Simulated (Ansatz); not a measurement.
# KTaSe3 (model cell, started as cubic perovskite with Ta in the octahedra): phonons and vibrational spectra, part 2 of 2

The cell of KTaSe3 (model cell, started as cubic perovskite with Ta in the octahedra) is at rest. What are its phonons? After the zone centre comes a 2×2×2 q mesh on a 8×8×8 k mesh.

Ansatz 0.2.0; DFT LDA, scalar-relativistic, plane waves, PAW; PAW set soft_1.

So far. Step 2 (Linear response at the zone centre): Before it was imposed, the acoustic sum rule was missed by 4.0e-5 eV/Å². Small misses are needed for a sound result but don't prove that mesh and cutoff are converged. The lowest optical mode is real, 45.9 cm⁻¹.

The structure was built from a prototype and need not be the compound's stable phase.

### Step 3. The dispersion

Stability and thermal properties need the whole zone. Linear response on a 2×2×2 q mesh gives force constants as far as a supercell of that size would.

Input file input.yaml:

```yaml
crystal:
  lattice:
    - [4.998906978, 0.0, 0.0]
    - [0.0, 4.998906978, 0.0]
    - [0.0, 0.0, 4.998906978]
  atoms:
    - { symbol: K, position: [0.0, 0.0, 0.0] }
    - { symbol: Ta, position: [0.5, 0.5, 0.5] }
    - { symbol: Se, position: [0.5, 0.5, 0.0] }
    - { symbol: Se, position: [0.5, 0.0, 0.5] }
    - { symbol: Se, position: [0.0, 0.5, 0.5] }
kpoints:
  mp_grid: { grid: [8, 8, 8] }
hamiltonian:
  xc: lda
  pseudopotentials: { kind: paw, azcp: { folder: soft_1 }, xc_functional: pbe }
scf:
  occupations: { method: methfessel_paxton, width: 0.2 }
output:
  eigenvalues: true
phonons:
  method: dfpt
  qmesh: [2, 2, 2]
  temperatures: { t_max: 1000, t_step: 50 }
  qpath:
    path:
      - [[0.0, 0.0, 0.0], [0.0, 0.5, 0.0], [0.5, 0.5, 0.0], [0.0, 0.0, 0.0], [0.5, 0.5, 0.5], [0.0, 0.5, 0.0]]
      - [[0.5, 0.5, 0.5], [0.5, 0.5, 0.0]]
    npoints: 10
```

Started as:

```bash
$ ansatz run input.yaml --threads 4 --pin off --max-ram 16384MiB --backend cpu --events-out ev --progress --plain --runs-dir out
```

Numbers of over 12 decimals in the logs are rounded to 6 here.

The program printed:

```text
[...]
Crystal: 5 atoms, lattice volume = 124.918 Å³
Basis set: ecut = 420 eV, 2469 PW (Γ), exchange–correlation on 72×72×72 points (8 copies of the dense FFT grid, shifted against one another)
Bands: 42, of which v1, the nominal top of the filled ones, is band 35 counted from 1 (34 counted from 0)
Symmetry: 48 space group operations
k-points: 35 of 512
[...]
SCF iter   1: F=—  HF=-27334.667826 eV  |F-HF|=—  |Δ(HF+E_count)|=         —  Δρ=4.68e-2  dr2=4.82e0  ethr=3.10e-3  ⟨swp⟩=7.5  Hψ=5542  notcnv=0
[...]
SCF iter  13: F=-27333.293275 eV  HF=-27333.293275 eV  |F-HF|=0.00e0  |Δ(HF+E_count)|=  3.64e-12  S|Δr|=    0.00e0  Δρ=3.29e-8  dr2=8.87e-13  ethr=1.00e-12  ⟨swp⟩=11.2  Hψ=7804  notcnv=0
SCF 1 converged in 13 iterations: F = -27333.293275 eV  dr2 = 8.87e-13
[...]
iter 1 solved again at ethr=2.21e-7 eV; its pass at ethr=3.10e-3 eV (dr2=1.55e-4 eV) is discarded
SCF iter   1: F=—  HF=-27333.293275 eV  |F-HF|=—  |Δ(HF+E_count)|=         —  Δρ=1.01e-6  dr2=9.99e-10  ethr=2.21e-7  ⟨swp⟩=3.0  Hψ=8588  notcnv=0
eigensolver tolerance schedule: the retry pair's looser diagonalisation over-reported the residual by 154956.17 of it (diagonalisation noise at an unbounded share of the residual, at the tolerance the schedule requests for it); recorded, not acted on — ethr = c·dr2/N_el stays at c = 1.0e-1
[...]
SCF iter   2: F=—  HF=-27333.293275 eV  |F-HF|=—  |Δ(HF+E_count)|=   6.53e-7  S|Δr|=    0.00e0  Δρ=1.12e-6  dr2=1.33e-9  ethr=1.43e-12  ⟨swp⟩=3.9  Hψ=4240  notcnv=0
[...]
SCF iter   5: F=-27333.293275 eV  HF=-27333.293275 eV  |F-HF|=3.64e-12  |Δ(HF+E_count)|=  5.09e-11  S|Δr|=    0.00e0  Δρ=2.58e-8  dr2=1.21e-12  ethr=1.00e-12  ⟨swp⟩=3.1  Hψ=4802  notcnv=0
SCF 2 converged in 5 iterations: F = -27333.293275 eV  dr2 = 1.21e-12
[...]
phonons: the bands overlap, so this run is a metal and interpolates without the dipole-dipole term. If the crystal is really an insulator or semiconductor, its LO-TO splitting is missing
NSCF: frozen V_eff on 35 k-points
[...]
DFPT response loops at q = (0, 0, 0) (fractional): preconditioner auto → Kerker (q_TF=auto, 2.477 Å⁻¹) (partly filled bands, converged f_vac=0.042); β = 1.00, the filter's whole step (`scf.mixing.beta` (0.50) is not read by the response loops under this deck's `scf.mixing.preconditioner`; to damp them name `kerker` or `kerker_dos`, under which they read `scf.mixing.beta`, and type it under 1.00, their step now; both keys bind the ground state too); Broyden in place of MSR1
[...]
SCF converged after 13 iterations
[...]
Free energy (F): -27333.293275 eV
[...]
Internal energy: -27333.281853 eV  (E = F + TS)
E sigma→0 (E₀):  -27333.290420 eV
Entropy (-TS):   -0.011422 eV (-2.284 meV/atom)
Fermi energy:    8.278294 eV
[...]
--- Band table (eV; the first three rows and the last of 35) ---
  k-point 0: bands = [... 31 lower, 6.9847, 7.4134, 7.4134, 7.4134, 7.7858, 7.7858, 7.7858, 9.8038, ... 3 higher]
  k-point 1: bands = [... 31 lower, 6.8767, 7.1222, 7.4227, 7.4874, 7.4874, 8.3395, 8.3395, 9.8178, ... 3 higher]
  k-point 2: bands = [... 31 lower, 6.2446, 6.6428, 7.4457, 7.4753, 7.4753, 9.2217, 9.2217, 9.8428, ... 3 higher]
  k-point 34: bands = [... 31 lower, 3.6641, 8.5047, 8.5047, 8.5047, 10.4980, 10.4980, 10.4980, 11.5624, ... 3 higher]
--- Phonons (Γ-DFPT): 4 representative perturbations + reference (Σ response iterations 13) ---
  ASR residual: 3.631e-5 → 0.000e0 eV/Å²; symmetrization residual: 5.595e-6 eV/Å²
  ASR residual per site (eV/Å²): 1.09e-5 4.12e-6 3.63e-5 3.63e-5 3.63e-5
[...]
--- Phonons (arbitrary-q DFPT): 4 irreducible q on the 2×2×2 mesh ---
  q = [0.0000, 0.0000, 0.0000] (star 1, of the zone-centre solve; hermiticity 8.94e-7, symmetrization 8.25e-12): -0.00 -0.00 0.00 45.85 45.85 45.85 61.21 61.21 61.21 80.42 80.42 80.42 230.71 230.71 230.71
  q = [0.0000, 0.0000, -0.5000] (star 3, 9 solved perturbations in 975 linear systems a pass and spin channel, the states on 125 of 512 k-point pairs; hermiticity 5.75e-7, symmetrization 1.16e-12): 13.03 13.03 58.79 58.79 66.56 66.56 74.00 75.70 91.76 94.53 94.53 148.07 229.36 229.36 263.67
[...]
sum rule: each row above includes the acoustic sum rule's correction from the zone centre's row sums; it moved no ω² by more than (0.35 cm⁻¹)²
  mesh force constants: q→R imaginary residual 2.22e-18; ASR residual 3.631e-5 → 0.000e0 eV/Å²; symmetrization residual 1.066e-14 eV/Å²
  interpolated dispersion: 62 rows × 15 modes
  density of states and harmonic sums: on the 14×14×14 q-mesh, interpolated from the force constants of a 2×2×2 supercell (no non-analytic term)
  largest difference from the sums on the solved wave vectors: F 2.31e-1 eV, S 3.14e-4 and C_V 8.49e-5 eV/K
  zero-point energy: 0.095539 eV/cell   skipped modes (ω ≤ 0): 120, of them read as no rigid motion or as one in doubt: 117 (7.853e-1 modes/cell left out, lowest -126.59 cm⁻¹)   left out of the sums: 5.24e-2 of the cell's modes: C_V's classical limit lies that fraction below 3 k_B per atom; for a crystal, a wire or a layer, F and S can be off by more, and a phonons.interpolated_qmesh denser along its periods is the remedy for the sampling
```

The job ended after 7.8 min (4 threads of Arm Neoverse V1, shared host; peak memory 1.8 GiB).

This step gave:

* sum-rule residual before enforcement: 3.63e-5 eV/Å²
* lowest frequency on the path: -126.6 cm⁻¹
* highest frequency on the path or at a solved wavevector: 302.9 cm⁻¹
* lowest mode on the q mesh (acoustic modes at Γ apart): -126.6 cm⁻¹

Frequencies (cm⁻¹) solved at each irreducible wavevector; negative means imaginary. Frequencies by wavevector, by row:

```csv
q in reciprocal lattice units,star,mode 1,mode 2,mode 3,mode 4,mode 13,mode 14,mode 15
0 0 0,1,0,0,0,45.9,230.7,230.7,230.7
0 0 -0.5,3,13,13,58.8,58.8,229.4,229.4,263.7
0 -0.5 -0.5,3,-45.4,-19.4,65,65,149.5,228.3,284.8
-0.5 -0.5 -0.5,1,-126.6,-126.6,-48.8,-48.8,149.6,149.6,302.1
```

Interpolated from a 2×2×2 q mesh. Phonon branches along the path, in cm⁻¹:

```csv
point,branch 1,branch 2,branch 3,branch 4,branch 12,branch 13,branch 14,branch 15
Γ,0,0,0,46,80,231,231,231
halfway,17,17,51,51,110,230,230,246
X,13,13,59,59,148,229,229,264
halfway,-8,28,49,67,149,172,229,280
M,-45,-19,65,65,150,150,228,285
halfway,14,23,56,61,114,197,230,268
Γ,0,0,0,46,80,231,231,231
halfway,14,14,40,69,115,185,185,289
R,-127,-127,-49,-49,150,150,150,302
halfway,15,21,33,55,144,149,172,298
X,13,13,59,59,148,229,229,264
jump to R,-127,-127,-49,-49,150,150,150,302
halfway,-66,-47,27,27,147,150,150,302
M,-45,-19,65,65,150,150,228,285
```

Tetrahedra on a 14×14×14 mesh, mean over bins of 5 cm-1. Interpolated from a 2×2×2 q mesh. The phonon density of states by wavenumber; read off at these points:

wavenumber (cm⁻¹), phonon density of states (1/cm⁻¹/cell) and a bar:
```
     -128      0.000 
     -112      0.001 
      -98      0.001 
      -82      0.002 
      -68      0.002 
      -52      0.003 
      -38      0.017 ##
      -22      0.011 #
       -8      0.011 #
        8      0.016 ##
       22      0.055 #####
       28      0.076 #######
       38      0.043 ####
       52      0.082 ########
       68      0.179 #################
       72      0.312 ##############################
       82      0.124 ############
       92      0.097 #########
      108      0.068 #######
      112      0.090 #########
      122      0.072 #######
      138      0.037 ####
      148      0.097 #########
      152      0.025 ##
      168      0.013 #
      182      0.013 #
      198      0.016 ##
      212      0.022 ##
      228      0.062 ######
      242      0.003 
      258      0.007 #
      272      0.016 ##
      288      0.026 ##
      302      0.023 ##
```

The partial phonon density of states has structure finer than the step of the table below, so its rows give means over 20 cm⁻¹, whole bins alone (the curve runs from -128 to 322 cm⁻¹). Peaks (cm⁻¹: height): K 70.0: 0.175; Se -34.7: 0.0231, 30.4: 0.0444, 72.9: 0.0753, 89.9: 0.0681, 118.2: 0.0667, 228.5: 0.0371, 285.2: 0.0253; Ta 30.4: 0.0402, 58.7: 0.0208, 84.2: 0.0204, 109.7: 0.0190, 149.3: 0.0674.

Phonopy on the run's constants, 11x11x11 mesh, Gaussian sigma 3.2 cm-1. Interpolated from a 2×2×2 q mesh. The partial phonon density of states by wavenumber; means over each step; values in 1/cm⁻¹/cell:

```csv
wavenumber (cm⁻¹),K,Se,Ta
-100,0,9.9e-4,8.2e-6
-80,4.3e-6,0.00208,6.6e-5
-60,6.2e-6,0.00227,8.6e-5
-40,9.2e-5,0.0161,1.6e-4
-20,1.6e-4,0.00999,0.00230
0,2.1e-4,0.00429,0.00307
20,0.00260,0.0262,0.0158
40,0.00463,0.0323,0.0128
60,0.0557,0.0576,0.0139
80,0.0767,0.0644,0.0167
100,0.00707,0.0538,0.0104
120,0.00200,0.0552,0.0118
140,6.8e-4,0.00739,0.0393
160,1.6e-4,0.00765,0.0140
180,3.1e-6,0.0103,0.00260
200,0,0.0131,0.00202
220,0,0.0306,0.00341
240,0,0.00849,7.9e-4
260,0,0.00871,2.9e-4
280,1.4e-6,0.0212,3.7e-4
300,0,0.0166,1.7e-4
```

Symmetry leaves 4 wavevectors to solve. The lowest mode among them, the acoustic zeros apart, lies at q = (-0.5, -0.5, -0.5) and is imaginary, 126.6i cm⁻¹, so the energy falls along it.

### Step 4. Summary of results

| Item | Value |
| --- | --- |
| space group (within 0.01 Å) | Pm-3m |
| volume per atom | 25.0 Å³ |
| electronic character | no gap on this mesh |
| highest optical mode at the zone centre (no LO-TO term) | 231 cm⁻¹ |
| lowest optical zone-centre mode | 45.9 cm⁻¹ |
| lowest mode on the q mesh (acoustic modes at Γ apart) | -127 cm⁻¹ |
| highest frequency on the path or at a solved wavevector | 303 cm⁻¹ |
| imaginary modes on the 2×2×2 q mesh | yes |

What this shows: Modes are clearly imaginary (beyond 10i cm⁻¹) at 2 of the 4 irreducible wavevectors, most at q = (-0.5, -0.5, -0.5) (126.6i cm⁻¹), so this structure is not a minimum of the energy. The optical modes at Γ span 46 to 231 cm⁻¹. The highest mode in this list at Γ, 230.7 cm⁻¹, is mostly motion of Se (91 % of the kinetic energy). With no gap, or one that is small against the smearing, the frequencies hang on the k mesh and the smearing, most of all near Kohn anomalies. Spin-orbit coupling is left out, which can matter for the heavy elements here. The PAW files were made for PBE and serve the other functionals too. The starting cell was built on a prototype and not taken from a measurement, so the phase need not exist. These are harmonic frequencies at zero temperature: anharmonic shifts, linewidths and thermal expansion are left out.

[Logs are printed without paths, hosts, clocks, repeated set-up lines and the standing remarks that a program may print on its own settings, such as how far it seeks lower states.]

[Hosts, paths, dates, database ids (printed as entryN), source tags and the programs' standing remarks are cut or masked in the printed files.]
